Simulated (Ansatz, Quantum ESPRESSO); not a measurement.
# Complex bands of SiC, zinc blende type, lattice constant set to 4.207 Å, part 2 of 4

Wanted: the complex band structure of SiC, zinc blende type, lattice constant set to 4.207 Å, as for a tunnel barrier.

Quantum ESPRESSO 7.5; plane-wave DFT, LDA, PseudoDojo norm-conserving pseudopotentials; cross-check by Ansatz 0.2.0 with PAW datasets.

So far. Step 2 (Self-consistent run): The run needed 10 iterations to bring the estimated error under 1e-09 Ry.

## (3) Complex band structure

Level of this step: complex band structure by pwcond; plane-wave DFT, LDA, PseudoDojo norm-conserving pseudopotentials (Quantum ESPRESSO).

ikind = 0 solves one period of the crystal for all kz, real and complex, at each energy and k across. ewind and epsproj trim the two-dimensional plane-wave basis; nz1 sets the subslabs.

Input file cbs.in:

```
&inputcond
  outdir = './out'
  prefixl = 'scf'
  band_file = 'cbs'
  ikind = 0
  ewind = 4.0
  epsproj = 1e-05
  nz1 = 7
  energy0 = 4.48
  denergy = -0.16
/
4
  0.00000000 0.00000000 1.00000000
  0.50000000 0.00000000 1.00000000
  0.50000000 0.50000000 1.00000000
  0.25000000 0.00000000 1.00000000
41
```

Command:

```
$ OMP_NUM_THREADS=1 mpirun -n 2 pwcond.x -in cbs.in > cbs.out
```

What it wrote:

```text
[banner, memory and clock lines left out]
Program PWCOND v.7.5 starts

          URL

     ./out/scf.save/

     IMPORTANT: XC functional enforced from input :
     Exchange-correlation= PW
                           (   1   4   0   0   0   0   0)
     Any further DFT definition will be discarded
     Please, verify this is what you really want

     Reading collected, re-writing distributed wavefunctions

===== INPUT FILE containing the left lead =====

     GEOMETRY:

     lattice parameter (alat)  =       5.6216  a.u.
     the volume                =     251.2373 (a.u.)^3
     the cross section         =      31.6019 (a.u.)^2
     l of the unit cell        =       1.4142 (alat)
     number of atoms/cell      =            4
     number of atomic types    =            2

     crystal axes: (cart. coord. in units of alat)
               a(1) = (  1.0000  0.0000  0.0000 )
               a(2) = (  0.0000  1.0000  0.0000 )
               a(3) = (  0.0000  0.0000  1.4142 )

   Cartesian axes

     site n.     atom                  positions (alat units)
          1        Si     tau(  1)=(  0.0000  0.0000  1.4142  )
          2        C      tau(  2)=(  0.5000  0.0000  0.3536  )
          3        Si     tau(  3)=(  0.5000  0.5000  0.7071  )
          4        C      tau(  4)=(  0.0000  0.5000  1.0607  )

     nr1s                      =           32
     nr2s                      =           32
     nr3s                      =           45
     nr1sx                     =           32
     nr2sx                     =           32
     nr3sx                     =           45
     nr1                       =           32
     nr2                       =           32
     nr3                       =           45
     nr1x                      =           32
     nr2x                      =           32
     nr3x                      =           45

 _______________________________
  Radii of nonlocal spheres:

     type       ibeta     ang. mom.          radius (alat units)
       Si         1         0                    0.2846
       Si         2         0                    0.2900
       Si         3         1                    0.3077
       Si         4         1                    0.3113
       Si         5         2                    0.3398
       Si         6         2                    0.3469
       C          1         0                    0.2117
       C          2         0                    0.2152
       C          3         1                    0.2224
       C          4         1                    0.2259
----- General information -----

----- Complex band structure calculation -----

     nrx                       =           32
     nry                       =           32
     nz1                       =            7

     energy0               =         4.5E+00
     denergy               =        -1.6E-01
     nenergy               =         41
     ecut2d                =         7.4E+01
     ewind                 =         4.0E+00
     epsproj               =         1.0E-05

     number of k_|| points=    4
                       cryst. coord.
        k(    1) = (   0.0000000   0.0000000), wk =   0.2500000
        k(    2) = (   0.5000000   0.0000000), wk =   0.2500000
        k(    3) = (   0.5000000   0.5000000), wk =   0.2500000
        k(    4) = (   0.2500000   0.0000000), wk =   0.2500000
----- Information about left lead -----

     nocros                   =           18
     noins                    =           34
     norb                     =           70
     norbf                    =           70
     nrz                      =           45

      iorb      type   ibeta   ang. mom.   m       position (alat)
        1        1       1        0        1   taunew(   1)=(  0.0000  0.0000  0.0000)
        2        1       2        0        1   taunew(   2)=(  0.0000  0.0000  0.0000)
        3        1       3        1        1   taunew(   3)=(  0.0000  0.0000  0.0000)
        4        1       3        1        2   taunew(   4)=(  0.0000  0.0000  0.0000)
        5        1       3        1        3   taunew(   5)=(  0.0000  0.0000  0.0000)
        6        1       4        1        1   taunew(   6)=(  0.0000  0.0000  0.0000)
        7        1       4        1        2   taunew(   7)=(  0.0000  0.0000  0.0000)
        8        1       4        1        3   taunew(   8)=(  0.0000  0.0000  0.0000)
        9        1       5        2        1   taunew(   9)=(  0.0000  0.0000  0.0000)
       10        1       5        2        2   taunew(  10)=(  0.0000  0.0000  0.0000)
       11        1       5        2        3   taunew(  11)=(  0.0000  0.0000  0.0000)
       12        1       5        2        4   taunew(  12)=(  0.0000  0.0000  0.0000)
       13        1       5        2        5   taunew(  13)=(  0.0000  0.0000  0.0000)
       14        1       6        2        1   taunew(  14)=(  0.0000  0.0000  0.0000)
       15        1       6        2        2   taunew(  15)=(  0.0000  0.0000  0.0000)
       16        1       6        2        3   taunew(  16)=(  0.0000  0.0000  0.0000)
       17        1       6        2        4   taunew(  17)=(  0.0000  0.0000  0.0000)
       18        1       6        2        5   taunew(  18)=(  0.0000  0.0000  0.0000)
       19        2       1        0        1   taunew(  19)=(  0.5000  0.0000  0.3536)
       20        2       2        0        1   taunew(  20)=(  0.5000  0.0000  0.3536)
       21        2       3        1        1   taunew(  21)=(  0.5000  0.0000  0.3536)
       22        2       3        1        2   taunew(  22)=(  0.5000  0.0000  0.3536)
       23        2       3        1        3   taunew(  23)=(  0.5000  0.0000  0.3536)
       24        2       4        1        1   taunew(  24)=(  0.5000  0.0000  0.3536)
       25        2       4        1        2   taunew(  25)=(  0.5000  0.0000  0.3536)
       26        2       4        1        3   taunew(  26)=(  0.5000  0.0000  0.3536)
       27        1       1        0        1   taunew(  27)=(  0.5000  0.5000  0.7071)
       28        1       2        0        1   taunew(  28)=(  0.5000  0.5000  0.7071)
       29        1       3        1        1   taunew(  29)=(  0.5000  0.5000  0.7071)
       30        1       3        1        2   taunew(  30)=(  0.5000  0.5000  0.7071)
       31        1       3        1        3   taunew(  31)=(  0.5000  0.5000  0.7071)
       32        1       4        1        1   taunew(  32)=(  0.5000  0.5000  0.7071)
       33        1       4        1        2   taunew(  33)=(  0.5000  0.5000  0.7071)
       34        1       4        1        3   taunew(  34)=(  0.5000  0.5000  0.7071)
[...]
50        2       4        1        1   taunew(  50)=(  0.0000  0.5000  1.0607)
       51        2       4        1        2   taunew(  51)=(  0.0000  0.5000  1.0607)
       52        2       4        1        3   taunew(  52)=(  0.0000  0.5000  1.0607)
       53        1       1        0        1   taunew(  53)=(  0.0000  0.0000  1.4142)
       54        1       2        0        1   taunew(  54)=(  0.0000  0.0000  1.4142)
       55        1       3        1        1   taunew(  55)=(  0.0000  0.0000  1.4142)
       56        1       3        1        2   taunew(  56)=(  0.0000  0.0000  1.4142)
       57        1       3        1        3   taunew(  57)=(  0.0000  0.0000  1.4142)
       58        1       4        1        1   taunew(  58)=(  0.0000  0.0000  1.4142)
       59        1       4        1        2   taunew(  59)=(  0.0000  0.0000  1.4142)
       60        1       4        1        3   taunew(  60)=(  0.0000  0.0000  1.4142)
       61        1       5        2        1   taunew(  61)=(  0.0000  0.0000  1.4142)
       62        1       5        2        2   taunew(  62)=(  0.0000  0.0000  1.4142)
       63        1       5        2        3   taunew(  63)=(  0.0000  0.0000  1.4142)
       64        1       5        2        4   taunew(  64)=(  0.0000  0.0000  1.4142)
       65        1       5        2        5   taunew(  65)=(  0.0000  0.0000  1.4142)
       66        1       6        2        1   taunew(  66)=(  0.0000  0.0000  1.4142)
       67        1       6        2        2   taunew(  67)=(  0.0000  0.0000  1.4142)
       68        1       6        2        3   taunew(  68)=(  0.0000  0.0000  1.4142)
       69        1       6        2        4   taunew(  69)=(  0.0000  0.0000  1.4142)
       70        1       6        2        5   taunew(  70)=(  0.0000  0.0000  1.4142)
    k slab    z(k)  z(k+1)     crossing(iorb=1,norb)
    1   0.0000 0.0314 0.0314   1111111111111111110000000000000000000000000000000000000000000000000000
    2   0.0314 0.0629 0.0314   1111111111111111110000000000000000000000000000000000000000000000000000
    3   0.0629 0.0943 0.0314   1111111111111111110000000000000000000000000000000000000000000000000000
    4   0.0943 0.1257 0.0314   1111111111111111110000000000000000000000000000000000000000000000000000
    5   0.1257 0.1571 0.0314   1111111111111111111111111100000000000000000000000000000000000000000000
    6   0.1571 0.1886 0.0314   1111111111111111111111111100000000000000000000000000000000000000000000
    7   0.1886 0.2200 0.0314   1111111111111111111111111100000000000000000000000000000000000000000000
    8   0.2200 0.2514 0.0314   1111111111111111111111111100000000000000000000000000000000000000000000
    9   0.2514 0.2828 0.0314   1111111111111111111111111100000000000000000000000000000000000000000000
   10   0.2828 0.3143 0.0314   1111111111111111111111111100000000000000000000000000000000000000000000
   11   0.3143 0.3457 0.0314   0000000011111111111111111100000000000000000000000000000000000000000000
   12   0.3457 0.3771 0.0314   0000000000000111111111111100000000111111111100000000000000000000000000
   13   0.3771 0.4086 0.0314   0000000000000000001111111100111111111111111100000000000000000000000000
   14   0.4086 0.4400 0.0314   0000000000000000001111111111111111111111111100000000000000000000000000
   15   0.4400 0.4714 0.0314   0000000000000000001111111111111111111111111100000000000000000000000000
   16   0.4714 0.5028 0.0314   0000000000000000001111111111111111111111111100000000000000000000000000
   17   0.5028 0.5343 0.0314   0000000000000000001111111111111111111111111100000000000000000000000000
   18   0.5343 0.5657 0.0314   0000000000000000001111111111111111111111111100000000000000000000000000
   19   0.5657 0.5971 0.0314   0000000000000000000111111111111111111111111100000000000000000000000000
   20   0.5971 0.6285 0.0314   0000000000000000000000000011111111111111111100000000000000000000000000
   21   0.6285 0.6600 0.0314   0000000000000000000000000011111111111111111100000000000000000000000000
   22   0.6600 0.6914 0.0314   0000000000000000000000000011111111111111111100000000000000000000000000
   23   0.6914 0.7228 0.0314   0000000000000000000000000011111111111111111100000000000000000000000000
   24   0.7228 0.7542 0.0314   0000000000000000000000000011111111111111111100000000000000000000000000
   25   0.7542 0.7857 0.0314   0000000000000000000000000011111111111111111100000000000000000000000000
   26   0.7857 0.8171 0.0314   0000000000000000000000000011111111111111111100000000000000000000000000
   27   0.8171 0.8485 0.0314   0000000000000000000000000011111111111111111101111111000000000000000000
   28   0.8485 0.8800 0.0314   0000000000000000000000000011111111111111111111111111000000000000000000
   29   0.8800 0.9114 0.0314   0000000000000000000000000011111111111111111111111111000000000000000000
   30   0.9114 0.9428 0.0314   0000000000000000000000000011111111111111111111111111000000000000000000
   31   0.9428 0.9742 0.0314   0000000000000000000000000011111111111111111111111111000000000000000000
   32   0.9742 1.0057 0.0314   0000000000000000000000000011111111111111111111111111000000000000000000
   33   1.0057 1.0371 0.0314   0000000000000000000000000000111111111111111111111111000000000000000000
   34   1.0371 1.0685 0.0314   0000000000000000000000000000000000111111111111111111000000000000011111
   35   1.0685 1.0999 0.0314   0000000000000000000000000000000000000000000011111111000000001111111111
   36   1.0999 1.1314 0.0314   0000000000000000000000000000000000000000000011111111111111111111111111
   37   1.1314 1.1628 0.0314   0000000000000000000000000000000000000000000011111111111111111111111111
   38   1.1628 1.1942 0.0314   0000000000000000000000000000000000000000000011111111111111111111111111
   39   1.1942 1.2257 0.0314   0000000000000000000000000000000000000000000011111111111111111111111111
   40   1.2257 1.2571 0.0314   0000000000000000000000000000000000000000000011111111111111111111111111
   41   1.2571 1.2885 0.0314   0000000000000000000000000000000000000000000011111111111111111111111111
   42   1.2885 1.3199 0.0314   0000000000000000000000000000000000000000000000000000111111111111111111
   43   1.3199 1.3514 0.0314   0000000000000000000000000000000000000000000000000000111111111111111111
   44   1.3514 1.3828 0.0314   0000000000000000000000000000000000000000000000000000111111111111111111
   45   1.3828 1.4142 0.0314   0000000000000000000000000000000000000000000000000000111111111111111111
 ngper, shell number =          185          28
 ngper, n2d =          185          81
---  E-Ef =    4.4800000  k =    0.0000000   0.0000000
---  ie =          1  ik =          1
 Nchannels of the left tip =            1
 Right moving states:
   k1(2pi/a)   k2(2pi/a)   E-Ef (eV)
  -0.4851322  -0.0000000   4.4800000
 Left moving states:
   k1(2pi/a)   k2(2pi/a)   E-Ef (eV)
   0.4851322  -0.0000000   4.4800000

---  E-Ef =    4.3200000  k =    0.0000000   0.0000000
---  ie =          2  ik =          1
 Nchannels of the left tip =            1
 Right moving states:
   k1(2pi/a)   k2(2pi/a)   E-Ef (eV)
   0.4999448  -0.0000000   4.3200000
 Left moving states:
   k1(2pi/a)   k2(2pi/a)   E-Ef (eV)
  -0.4999448  -0.0000000   4.3200000
[... further energies and points left out ...]
---  E-Ef =   -1.7600000  k =    0.2500000   0.0000000
---  ie =         40  ik =          4
 Nchannels of the left tip =            2
 Right moving states:
   k1(2pi/a)   k2(2pi/a)   E-Ef (eV)
   0.4588553   0.0000000  -1.7600000
   0.4801986   0.0000000  -1.7600000
 Left moving states:
   k1(2pi/a)   k2(2pi/a)   E-Ef (eV)
  -0.4588553  -0.0000000  -1.7600000
  -0.4801986  -0.0000000  -1.7600000

---  E-Ef =   -1.9200000  k =    0.2500000   0.0000000
---  ie =         41  ik =          4
 Nchannels of the left tip =            2
 Right moving states:
   k1(2pi/a)   k2(2pi/a)   E-Ef (eV)
   0.4163153   0.0000000  -1.9200000
   0.4625247   0.0000000  -1.9200000
 Left moving states:
   k1(2pi/a)   k2(2pi/a)   E-Ef (eV)
  -0.4163153  -0.0000000  -1.9200000
  -0.4625247  -0.0000000  -1.9200000

Note: The following floating-point exceptions are signalling: IEEE_UNDERFLOW_FLAG
Note: The following floating-point exceptions are signalling: IEEE_UNDERFLOW_FLAG
```

Elapsed: 2.8 min, on 2 MPI ranks of Arm Neoverse N1, shared host; peak memory 0.11 GiB.

This step gave:

```
peak of the smallest κ at the zone centre : 0.275 Å⁻¹
energy of the peak at the zone centre     : 0.8 eV
peak of the smallest κ at (1/4, 0)        : 0.417 Å⁻¹
```

K across = (0, 0) in the cell's reciprocal vectors; values within 0.0025 1/Å of each other count once, columns are sorted by size at each energy, a dash where no further value was kept. Table of Im kz of the slowest decaying states by energy, zero at the highest filled level of the SCF mesh:

```csv
energy (eV),decay 1 (Å⁻¹),decay 2 (Å⁻¹),decay 3 (Å⁻¹)
-1.92,0.774,1.33,2.16
-1.76,0.751,1.32,2.15
-1.44,0.705,1.29,2.13
-1.28,0.681,1.27,2.12
-0.96,0.632,1.24,2.10
-0.80,0.607,1.22,2.08
-0.64,0.581,1.20,2.08
-0.32,0.526,1.17,2.05
-0.16,0.497,1.15,2.04
0.00,0.467,1.13,2.03
0.32,0.185,0.197,0.203
0.48,0.224,0.245,0.25
0.80,0.275,0.282,0.313
0.96,0.219,0.305,0.338
1.12,0.142,0.325,0.36
1.44,0.358,0.396,0.937
1.60,0.371,0.411,0.914
1.76,0.383,0.423,0.889
2.08,0.404,0.444,0.838
2.24,0.412,0.453,0.811
2.56,0.426,0.467,0.753
2.72,0.431,0.472,0.723
2.88,0.435,0.476,0.691
3.20,0.442,0.482,0.623
3.36,0.444,0.484,0.586
3.52,0.445,0.485,0.547
3.84,0.445,0.458,0.485
4.00,0.406,0.444,0.484
4.32,0.275,0.44,0.479
4.48,0.177,0.436,0.476
```

K across = (0, 0) in the cell's reciprocal vectors. Re kz of states that move upwards against energy, zero at the highest filled level of the SCF mesh:

```csv
energy (eV),channel 1 (Å⁻¹),channel 2 (Å⁻¹),channel 3 (Å⁻¹)
-1.92,-0.715,-0.712,-0.532
-1.76,-0.669,-0.666,-0.505
-1.44,-0.580,-0.577,-0.448
-1.28,-0.536,-0.533,-0.418
-0.96,-0.448,-0.445,-0.355
-0.80,-0.403,-0.399,-0.320
-0.64,-0.356,-0.352,-0.284
-0.32,-0.252,-0.246,-0.196
-0.16,-0.187,-0.180,-0.138
0.00,-0.0916,-0.0768,-0.0164
0.32,-,-,-
0.48,-,-,-
0.80,-,-,-
0.96,-,-,-
1.12,-,-,-
1.44,0.186,-,-
1.60,0.249,-,-
1.76,0.299,-,-
2.08,0.380,-,-
2.24,0.415,-,-
2.56,0.477,-,-
2.72,0.505,-,-
2.88,0.533,-,-
3.20,0.584,-,-
3.36,0.609,-,-
3.52,0.633,-,-
3.84,0.679,-,-
4.00,0.702,-,-
4.32,0.747,-,-
4.48,-0.725,-,-
```

K across = (1/2, 0) in the cell's reciprocal vectors; values within 0.0025 1/Å of each other count once, columns are sorted by size at each energy, a dash where no further value was kept. Im kz of the slowest decaying states against energy, zero at the highest filled level of the SCF mesh:

```csv
energy (eV),decay 1 (Å⁻¹),decay 2 (Å⁻¹),decay 3 (Å⁻¹)
-1.92,0.788,0.793,1.47
-1.60,0.64,0.647,1.44
-1.28,0.328,0.355,1.40
-0.96,0.084,0.091,0.315
-0.64,0.176,0.18,0.568
-0.32,0.23,0.233,0.666
-0.16,0.252,0.697,0.7
0.00,0.27,0.273,0.72
0.16,0.287,0.739,0.742
0.48,0.316,0.765,0.768
0.80,0.339,0.781,-
1.12,0.358,0.79,-
1.44,0.374,0.793,-
1.76,0.387,0.791,-
2.08,0.396,0.786,-
2.40,0.403,0.778,-
2.72,0.408,0.766,-
2.88,0.409,0.76,-
3.20,0.409,0.745,0.825
3.52,0.406,0.727,0.771
3.84,0.4,0.707,0.714
4.16,0.391,0.653,-
4.48,0.378,0.586,0.589
```

K across = (1/2, 1/2) in the cell's reciprocal vectors; values within 0.0025 1/Å of each other count once, columns are sorted by size at each energy, a dash where no further value was kept. Im kz of the slowest decaying states against energy, zero at the highest filled level of the SCF mesh:

```csv
energy (eV),decay 1 (Å⁻¹),decay 2 (Å⁻¹),decay 3 (Å⁻¹)
-1.92,0.272,0.332,2.36
-1.60,0.279,0.354,-
-1.28,0.281,0.37,2.32
-0.96,0.278,0.382,2.30
-0.64,0.27,0.39,2.28
-0.32,0.256,0.396,2.26
-0.16,0.247,0.397,2.25
0.00,0.237,0.398,2.24
0.16,0.225,0.398,2.23
0.48,0.195,0.397,2.21
0.80,0.153,0.393,2.19
1.12,0.082,0.387,2.17
1.44,0.378,2.15,-
1.76,0.367,2.13,2.38
2.08,0.354,2.10,2.36
2.40,0.338,2.08,2.35
2.72,0.318,2.06,2.33
2.88,0.307,2.05,2.32
3.20,0.282,2.03,2.31
3.52,0.252,2.00,2.29
3.84,0.215,1.98,2.27
4.16,0.166,1.96,2.26
4.48,0.087,1.94,2.24
```

K across = (1/4, 0) in the cell's reciprocal vectors; values within 0.0025 1/Å of each other count once, columns are sorted by size at each energy, a dash where no further value was kept. The Im kz of the slowest decaying states by energy, zero at the highest filled level of the SCF mesh:

```csv
energy (eV),decay 1 (Å⁻¹),decay 2 (Å⁻¹),decay 3 (Å⁻¹)
-1.92,0.089,1.12,1.63
-1.60,0.004,0.02,1.08
-1.28,1.04,1.57,1.76
-0.96,0.996,1.54,1.73
-0.64,0.951,1.51,1.71
-0.32,0.158,0.905,1.48
-0.16,0.198,0.881,1.46
0.00,0.165,0.229,0.857
0.16,0.256,0.833,1.42
0.48,0.299,0.369,0.782
0.80,0.332,0.447,0.729
1.12,0.359,0.507,0.674
1.44,0.381,0.557,0.615
1.76,0.398,0.552,0.599
2.08,0.412,0.482,0.637
2.40,0.402,0.422,0.673
2.72,0.305,0.429,0.709
2.88,0.242,0.431,0.728
3.20,0.433,0.776,0.975
3.52,0.433,0.861,1.30
3.84,0.429,0.844,1.26
4.16,0.423,0.825,1.22
4.48,0.413,0.804,1.18
```

(Continued in part 3 of 4.)

[Logs are printed without paths, hosts, clocks, repeated set-up lines and the standing remarks that a program may print on its own settings, such as how far it seeks lower states.]

[Hosts, paths, dates, database ids (printed as entryN), source tags and the programs' standing remarks are cut or masked in the printed files.]

[Maps of the electrostatic potential energy from Ansatz leave out the sawtooth potential of an applied field or a dipole correction, so their vacuum need not be flat; planar profiles and work functions include it.]
